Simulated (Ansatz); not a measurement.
# Zr2CO2 MXene, 4 layers (80 atoms): taking the cell apart: runs compared

Aim: the interaction energy between the two parts of Zr2CO2 MXene, 4 layers (80 atoms) and its distance dependence.

Computed with Ansatz 0.2.0: Kohn-Sham DFT, PBE+D3(BJ), PAW (set soft_2), plane waves.

**1. The cell as built**

The cell holds 80 atoms: 16 C, 32 Zr and 32 O. Its edges and angles: a = 6.752 Å, b = 6.752 Å, c = 40.780 Å, α = 90.0°, β = 90.0°, γ = 120.0°. It derives from Zr2CO2 (Zr2CO2 MXene). 4 layers of Zr2CO2 MXene (a = 3.31 Å), 2 x 2 cells, biaxial strain +2 %, every second layer slid by 0.000 of a1 + 2 a2; facing planes 2.84, 2.72, 2.82 Å apart; 14 Å of vacuum. Regions: layer 1, 20 atoms (4 C, 8 Zr and 8 O); layer 2, 20 atoms (4 C, 8 Zr and 8 O); layer 3, 20 atoms (4 C, 8 Zr and 8 O); layer 4, 20 atoms (4 C, 8 Zr and 8 O). Vacuum lies along c.

Limits known from the start: The cell is under 6 Å thick along two periodic directions, so every atom has periodic images of itself close by, which move with it and show among its neighbours and in g(r).

**2. The reference run**

The reference is a single point at the end of the relaxation.

The parts (lower: layer 1, layer 2 and layer 3 and upper: layer 4) keep their atoms where they stand in it, and shifted cells move the upper part rigidly.

Its input, with most atom lines left out:

```yaml
crystal:
  lattice:
    - [6.7524, 0.0, 0.0]
    - [-3.3762, 5.84775, 0.0]
    - [0.0, 0.0, 40.78]
  atoms:
    - { symbol: C, position: [0.00035, 0.00033, 0.27997] }
    - { symbol: Zr, position: [0.16701, 0.33366, 0.31384] }
    - { symbol: Zr, position: [0.33368, 0.16698, 0.24608] }
    - { symbol: O, position: [0.33369, 0.16699, 0.33404] }
    - { symbol: O, position: [0.16702, 0.33367, 0.22448] }
    - { symbol: C, position: [0.00036, 0.50034, 0.27997] }
    - { symbol: Zr, position: [0.16701, 0.83365, 0.31384] }
    [... atom lines 8 to 80 left out ...]
kpoints:
  mp_grid: { grid: [3, 3, 1] }
hamiltonian:
  xc: pbe
  dispersion: d3bj
scf:
  occupations: { method: fixed }
output:
  forces: true
  populations: true
  dos:
    method: { smearing: { sigma: 0.15 } }
    de: 0.1
    projected:
      site_lists:
        C: [C]
        O: [O]
        Zr: [Zr]
        layer_1: [0, 1, 2, 3, 4, 5, 6, 7, 8, 9, 10, 11, 12, 13, 14, 15, 16, 17, 18, 19]
        layer_2: [20, 21, 22, 23, 24, 25, 26, 27, 28, 29, 30, 31, 32, 33, 34, 35, 36, 37, 38, 39]
        layer_3: [40, 41, 42, 43, 44, 45, 46, 47, 48, 49, 50, 51, 52, 53, 54, 55, 56, 57, 58, 59]
        layer_4: [60, 61, 62, 63, 64, 65, 66, 67, 68, 69, 70, 71, 72, 73, 74, 75, 76, 77, 78, 79]
  eigenvalues: true
  write_density: true
  write_potential: true
  volumetric_format: npy
  elf: true
```

* free energy per atom: -1952.2206 eV/atom
* r.m.s. force component: 0.00172 eV/Å

Filled and empty levels are parted by 0.758 eV on the run's k-points; the mesh holds the band edges only if they fold onto it, so the gap at this level can be narrower or closed, while semilocal functionals tend to narrow gaps against experiment.

**3. The runs**

Each row is one run, on 4 threads of Arm Neoverse V1, shared host. The free energy is the program's total, comparable only between runs with the same functional, potentials and atoms, or as a whole against its parts.

```csv
run,atoms,outcome,"ionic steps, all passes",free energy (eV),time,host memory (GiB)
Single point at the start,80,converged,-,-156172.020,3.2 min,8.1
Relaxation,80,converged,16,-156177.648,43 min,9.7
Single point at the relaxed geometry,80,converged,-,-156177.648,5.5 min,10
The lower part alone,60,converged,-,-117132.387,2.8 min,8.2
The upper part alone,20,converged,-,-39042.142,31 s,3.3
Upper part moved by +0.3 Å,80,converged,-,-156177.285,3.3 min,10
Upper part moved by -0.3 Å,80,converged,-,-156176.203,3.4 min,10
Upper part moved by +0.8 Å,80,converged,-,-156176.507,3.5 min,10
```

In some runs the program notes that the exchange-correlation potential is rough where the density is thin.

**4. Interaction energy**

Whole cell less its two parts, each frozen at the geometry of the whole and solved in the same cell with the same functional, so that energy zeros cancel. The upper part is 'layer 4' and the lower part 'layer 1, layer 2 and layer 3'. The nearest atoms of the two parts stand 2.40 Å apart. The face is 39.49 Å².

```csv
functional,interaction energy (eV),"of it, the added dispersion term (eV)",per area (meV/Å²),per area (J/m²),per atom of the upper part (meV)
PBE+D3(BJ),-3.119,-2.320,-79.0,-1.27,-156.0
```

**5. Energy against separation**

The upper part is moved rigidly along the normal from its place in the reference.

```csv
shift (Å),energy change (eV),per area (meV/Å²),share of the binding lost (%),gap (eV)
-0.3,1.445,36.61,-,0.789
+0.0,0.000,0.00,-,0.758
+0.3,0.364,9.21,12,0.743
+0.8,1.141,28.90,37,0.770
```

**6. Levels of whole and parts**

```csv
cell,gap (eV),"vacuum level at the upper face, over the highest filled level, or over E_F where no gap is given (eV)",moment (μB)
whole,0.758,5.23,no spin
lower part,0.805,-,no spin
upper part,1.16,-,no spin
```

A dash marks a cell without a clear gap, or without a flat potential in the vacuum.

**7. Outcome**

The parts bind with 79.0 meV/Å² (3.12 eV for the cell) at the level PBE+D3(BJ), far more than van der Waals binding between intact sheets, and bonds of chemical length cross the interface. The added dispersion term contributes -2.320 eV, the functional itself -0.799 eV. The curvature over ±0.3 Å is 8.2×10²⁰ N/m³, and the energy rises faster on the near side. At +0.8 Å, 37 % of the binding is lost; the shift also narrows the vacuum to the periodic image. On the run's k-points the gap of the whole, 0.758 eV, lies 0.047 eV under the smaller of the parts'.

**Limits.** The parts are frozen, so the energy of their deformation isn't counted. No correction is made for dipoles across the vacuum, and the parts also feel their periodic images through it.

The DFT runs together took 65 min of wall time.

[Logs are printed without paths, hosts, clocks, repeated set-up lines and the standing remarks that a program may print on its own settings, such as how far it seeks lower states.]

[Hosts, paths, dates, database ids (printed as entryN), source tags and the programs' standing remarks are cut or masked in the printed files.]
